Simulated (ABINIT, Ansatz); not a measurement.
# How the form of the self-energy moves the gap of SnF3 (Fm-3m), part 2 of 2

Wanted: the gap of SnF3 (Fm-3m) under several approximations, with cost.

ABINIT 10.8.3; PBEsol and many-body steps on it, plane waves. Known limits of the many-body steps: not at the basis limit; no spin-orbit coupling; coarse k mesh.

So far. Step 5 (G0W0, von der Linden-Horsch plasmon pole): Against G0W0 in ABINIT (2×2×2 mesh, 243 bands, screening to 141.5 eV, Godby-Needs plasmon pole), the gap moves by +0.182 eV. Step 6 (G0W0, Hybertsen-Louie plasmon pole): Against G0W0 in ABINIT (2×2×2 mesh, 243 bands, screening to 141.5 eV, Godby-Needs plasmon pole), the gap moves by +0.248 eV.

### Step 7. One-shot Hartree-Fock

This step: one-shot Hartree-Fock on PBEsol, plane waves, norm-conserving pseudopotentials.

run.abi reads:

```
acell 3*1.0 Angstrom
rprim 
  -0.000000000000 4.348975944800 4.348975944800
  4.348975944800 0.000000000000 4.348975944800
  4.348975944800 4.348975944800 -0.000000000000
ntypat 2
znucl 50 9
natom 8
typat 1 1 2 2 2 2 2 2
xred 
  0.500000000000 0.500000000000 0.500000000000
  0.000000000000 0.000000000000 -0.000000000000
  0.728190550000 0.271809450000 0.728190550000
  0.271809450000 0.271809450000 0.728190550000
  0.271809450000 0.728190550000 0.271809450000
  0.271809450000 0.728190550000 0.728190550000
  0.728190550000 0.271809450000 0.271809450000
  0.728190550000 0.728190550000 0.271809450000
pp_dirpath "pseudos"
pseudos "Sn.upf, F.upf"
ecut 38
ngkpt 2 2 2
nshiftk 1
shiftk 0 0 0
kptopt 1
chksymbreak 0
istwfk *1
occopt 1
irdwfk 1
optdriver 4
nband 47
gwcalctyp 5
ecutsigx 38
symsigma 1
nkptgw 3
kptgw 
  0.5000000000 0.5000000000 0.0000000000
  0.5000000000 0.0000000000 0.0000000000
  0.0000000000 0.0000000000 0.0000000000
bdgw 
  42 45
  42 46
  40 47
ixc_sigma 40
fftgw 31
indata_prefix "in"
outdata_prefix "out"
tmpdata_prefix "tmp"
```

Command:

```bash
> OMP_NUM_THREADS=1 mpirun -n 8 abinit run.abi > log
```

Numbers of over 12 decimals in the logs are rounded to 6 here.

Log:

```text
.Version 10.8.3 of ABINIT. v10.8.2 released Aug 2026.

 Symmetries : space group Fm -3 m (#225); Bravais cF (face-center cubic)
[... echo of the input left out ...]
== DATASET  1 ==================================================================
-   mpi_nproc: 8, omp_nthreads: 1 (-1 if OMP is not activated)

--- !DatasetInfo
iteration_state: {dtset: 1, }
dimensions: {natom: 8, nkpt: 3, mband: 47, nsppol: 1, nspinor: 1, nspden: 1, mpw: 12434, }
cutoff_energies: {ecut:  38.0, pawecutdg:  -1.0, }
[...]
Minimum direct gap =  10.7471 [eV], located at k-point      :   0.5000  0.0000  0.0000
   Fundamental gap    =  10.2354 [eV], Top of valence bands at :   0.5000  0.5000  0.0000
                                       Bottom of conduction at :   0.5000  0.0000  0.0000

== END DATASET(S) ==============================================================
================================================================================

 -outvars: echo values of variables after computation  --------
           etotal      0.0000000000E+00
            nband          47
             nkpt           3
          spgroup         225
 [... the other variables as echoed above ...]

 Calculation completed.
```

The job ended after 11 s (8 MPI ranks of AMD EPYC 7R43, shared host; peak memory 3.4 GiB).

Numbers from this step:

| Item | Value |
| --- | --- |
| quasiparticle gap on the points computed | 10.23 eV |
| starting gap on the mesh | 2.831 eV |
| k of the valence top | 0.5, 0.5, 0 |
| k of the conduction bottom | 0.5, 0, 0 |
| least direct quasiparticle gap on the computed points | 10.75 eV |

Against G0W0 in ABINIT (2×2×2 mesh, 243 bands, screening to 141.5 eV, Godby-Needs plasmon pole), the gap moves by +4.974 eV.

### Step 8. Screening, 2×2×2 mesh, 243 bands, screening to 141.5 eV

This step: RPA screening on PBEsol, plane waves, norm-conserving pseudopotentials.

run.abi, as its differences from that of step 7:

```diff
@@ -29,18 +29,14 @@
 irdwfk 1
-optdriver 4
-nband 47
-gwcalctyp 5
-ecutsigx 38
-symsigma 1
-nkptgw 3
-kptgw 
-  0.5000000000 0.5000000000 0.0000000000
-  0.5000000000 0.0000000000 0.0000000000
-  0.0000000000 0.0000000000 0.0000000000
-bdgw 
-  42 45
-  42 46
-  40 47
-ixc_sigma 40
-fftgw 31
+optdriver 3
+nband 243
+ecuteps 5.2
+inclvkb 2
+awtr 1
+symchi 1
+gwcalctyp 2
+nfreqre 16
+freqremax 40 eV
+nfreqim 8
+spmeth 1
+nomegasf 120
 indata_prefix "in"
```

Log:

```text
.Version 10.8.3 of ABINIT. v10.8.2 released Aug 2026.

 Symmetries : space group Fm -3 m (#225); Bravais cF (face-center cubic)
[... echo of the input left out ...]
== DATASET  1 ==================================================================
-   mpi_nproc: 8, omp_nthreads: 1 (-1 if OMP is not activated)

--- !DatasetInfo
iteration_state: {dtset: 1, }
dimensions: {natom: 8, nkpt: 3, mband: 243, nsppol: 1, nspinor: 1, nspden: 1, mpw: 12434, }
cutoff_energies: {ecut:  38.0, pawecutdg:  -1.0, }
electrons: {nelect:   8.60000000E+01, charge:   0.00000000E+00, occopt:   1.00000000E+00, tsmear:   1.00000000E-02, }

 SCREENING: Calculation of the susceptibility and dielectric matrices

 Based on a program developped by R.W. Godby, V. Olevano, G. Onida, and L. Reining.
 Incorporated in ABINIT by V. Olevano, G.-M. Rignanese, and M. Torrent.
.Using double precision arithmetic ; gwpc =  8

[... cell and pseudopotentials left out ...]
--------------------------------------------------------------------------------

 ==== K-mesh for the wavefunctions ====
 Number of points in the irreducible wedge :     3
[... list of points left out ...]
 Together with 48 symmetry operations and time-reversal symmetry
 yields     8 points in the full Brillouin Zone.

 ==== Q-mesh for the screening function ====
 Number of points in the irreducible wedge :     3
[... list of points left out ...]
 Together with 48 symmetry operations and time-reversal symmetry
 yields     8 points in the full Brillouin Zone.

 setmesh: FFT mesh size selected  =    45x   45x   45
          total number of points  =        91125

 vcoul_init : cutoff-mode = AUXILIARY_FUNCTION
 q-points for optical limit:   1
     1)      0.000010    0.000020    0.000030

- screening: taking advantage of time-reversal symmetry
- Maximum band index for partially occupied states nbvw = 43
- Remaining bands to be divided among processors   nbcw = 200
- Number of bands treated by each node ~25

 Number of electrons calculated from density =   86.0000; Expected =   86.0000
 average of density, n =  0.077466
 r_s =    1.4552
 omega_plasma =   26.8479 [eV]

 calculating chi0 at frequencies [eV] :
  1    0.000000E+00    0.000000E+00
  2    2.666667E+00    0.000000E+00
  3    5.333333E+00    0.000000E+00
[...]
23    0.000000E+00    6.837704E+01
 24    0.000000E+00    9.627561E+01

--------------------------------------------------------------------------------
  q-point number  1        q = ( 0.000000, 0.000000, 0.000000) [r.l.u.]
--------------------------------------------------------------------------------
[... chi0 elements left out ...]
  [... further frequencies ...]

 No. of calculated frequencies >  15, stop printing
 For q-point:  0.000010 0.000020 0.000030
  dielectric constant =   2.8358
  dielectric constant without local fields =   3.1465

  Average fulfillment of the sum rule on Im[epsilon] for q-point    1 :     51.18  [%]
[... wings left out ...]
  q-point number  2        q = ( 0.500000, 0.000000, 0.000000) [r.l.u.]
--------------------------------------------------------------------------------
[... chi0 elements left out ...]
  [... further frequencies ...]

 No. of calculated frequencies >  15, stop printing
  Average fulfillment of the sum rule on Im[epsilon] for q-point    2 :     56.21  [%]

 [... 1 further q-points ...]
```

It took 2.5 min on 8 MPI ranks; peak memory 9.3 GiB.

Numbers from this step:

```
ε∞ with local fields, on this mesh, along the program's q direction : 2.836
the same without local fields                                       : 3.147
plasma frequency                                                    : 26.85 eV
plane waves in the screening matrix                                 : 609
```

### Step 9. G0W0, contour deformation

This step: G0W0 on PBEsol, plane waves, norm-conserving pseudopotentials.

run.abi, as its differences from that of step 8:

```diff
@@ -29,14 +29,18 @@
 irdwfk 1
-optdriver 3
+optdriver 4
 nband 243
+gwcalctyp 2
+ecutsigx 38
+symsigma 1
+nkptgw 3
+kptgw 
+  0.5000000000 0.5000000000 0.0000000000
+  0.5000000000 0.0000000000 0.0000000000
+  0.0000000000 0.0000000000 0.0000000000
+bdgw 
+  42 45
+  42 46
+  40 47
 ecuteps 5.2
-inclvkb 2
-awtr 1
-symchi 1
-gwcalctyp 2
-nfreqre 16
-freqremax 40 eV
-nfreqim 8
-spmeth 1
-nomegasf 120
+irdscr 1
 indata_prefix "in"
```

Log:

```text
.Version 10.8.3 of ABINIT. v10.8.2 released Aug 2026.

 Symmetries : space group Fm -3 m (#225); Bravais cF (face-center cubic)
[... echo of the input left out ...]
== DATASET  1 ==================================================================
-   mpi_nproc: 8, omp_nthreads: 1 (-1 if OMP is not activated)

--- !DatasetInfo
iteration_state: {dtset: 1, }
dimensions: {natom: 8, nkpt: 3, mband: 243, nsppol: 1, nspinor: 1, nspden: 1, mpw: 12434, }
cutoff_energies: {ecut:  38.0, pawecutdg:  -1.0, }
[...]
Minimum direct gap =   5.7241 [eV], located at k-point      :   0.5000  0.0000  0.0000
   Fundamental gap    =   5.0647 [eV], Top of valence bands at :   0.5000  0.5000  0.0000
                                       Bottom of conduction at :   0.5000  0.0000  0.0000

== END DATASET(S) ==============================================================
================================================================================

 -outvars: echo values of variables after computation  --------
           etotal      0.0000000000E+00
            nband         243
             nkpt           3
          spgroup         225
 [... the other variables as echoed above ...]

 Calculation completed.
```

Run time: 47 s. Hardware: 8 MPI ranks; peak memory 4.6 GiB.

Numbers from this step:

| Property | Result |
| --- | --- |
| G0W0 gap on the points computed | 5.065 eV |
| starting gap on the mesh | 2.831 eV |
| k of the valence top | 0.5, 0.5, 0 |
| k of the conduction bottom | 0.5, 0, 0 |
| least direct G0W0 gap on the computed points | 5.724 eV |

Against G0W0 in ABINIT (2×2×2 mesh, 243 bands, screening to 141.5 eV, Godby-Needs plasmon pole), the gap moves by −0.196 eV.

### Step 10. The runs together

Times are wall times on 8 MPI ranks of AMD EPYC 7R43, shared host, good to a factor of about two. A run's time includes the screening step that it read.

```csv
run,mesh,bands,screening cutoff (eV),DFT gap (eV),gap on the mesh (eV),direct (eV),ε∞ used,time
"G0W0, Godby-Needs plasmon pole",2×2×2,243,141.5,2.831,5.261,5.952,2.78,2.1 min
"G0W0, von der Linden-Horsch plasmon pole",2×2×2,243,141.5,2.831,5.443,6.227,2.78,99 s
"G0W0, Hybertsen-Louie plasmon pole",2×2×2,243,141.5,2.831,5.509,6.269,2.78,2 min
one-shot Hartree-Fock,2×2×2,-,-,2.831,10.235,10.747,-,11 s
"G0W0, contour deformation",2×2×2,243,141.5,2.831,5.065,5.724,2.84,3.3 min
```

### Step 11. Results

| Property | Result |
| --- | --- |
| G0W0, Godby-Needs plasmon pole | 5.261 eV |
| G0W0, von der Linden-Horsch plasmon pole | 5.443 eV |
| G0W0, Hybertsen-Louie plasmon pole | 5.509 eV |
| one-shot Hartree-Fock | 10.235 eV |
| G0W0, contour deformation | 5.065 eV |
| known limits | not at the basis limit; no spin-orbit coupling; coarse k mesh |

G0W0, von der Linden-Horsch plasmon pole: +0.182 eV against G0W0, Godby-Needs plasmon pole. G0W0, Hybertsen-Louie plasmon pole: +0.248 eV against G0W0, Godby-Needs plasmon pole. One-shot Hartree-Fock: +4.974 eV against G0W0, Godby-Needs plasmon pole. G0W0, contour deformation: −0.196 eV against G0W0, Godby-Needs plasmon pole. Bare exchange alone opens the gap to 10.23 eV; against G0W0, correlation takes back 4.97 eV. Bands and cutoff are finite, so the gap is not at the basis limit. The miss can reach some tenths of an eV and take either sign; the mesh is an error of its own. The 2×2×2 mesh is coarse for this cell, which bears on the long-range parts of exchange and screening. The many-body steps are scalar-relativistic: spin-orbit coupling is not in them.

[Paths, hosts, dates, memory and timing lines, banners, echoed tables and standing remarks are left out of the program output.]

[Logs are printed without paths, hosts, clocks, repeated set-up lines and the standing remarks that a program may print on its own settings, such as how far it seeks lower states.]

[Runs of the session that timed out or met a known fault of the program may be left out.]

[Hosts, paths, dates, database ids (printed as entryN), source tags and the programs' standing remarks are cut or masked in the printed files.]

[G0W0 gaps are taken among the corrected bands and points alone; a level outside them can change the order at an edge.]

[Where Ansatz stands beside ABINIT at settings called matched, ABINIT's density can come from a denser mesh and the files from another edition; pairs whose starting gaps differed by over 0.03 eV were left out, so agreement reads better than it is.]
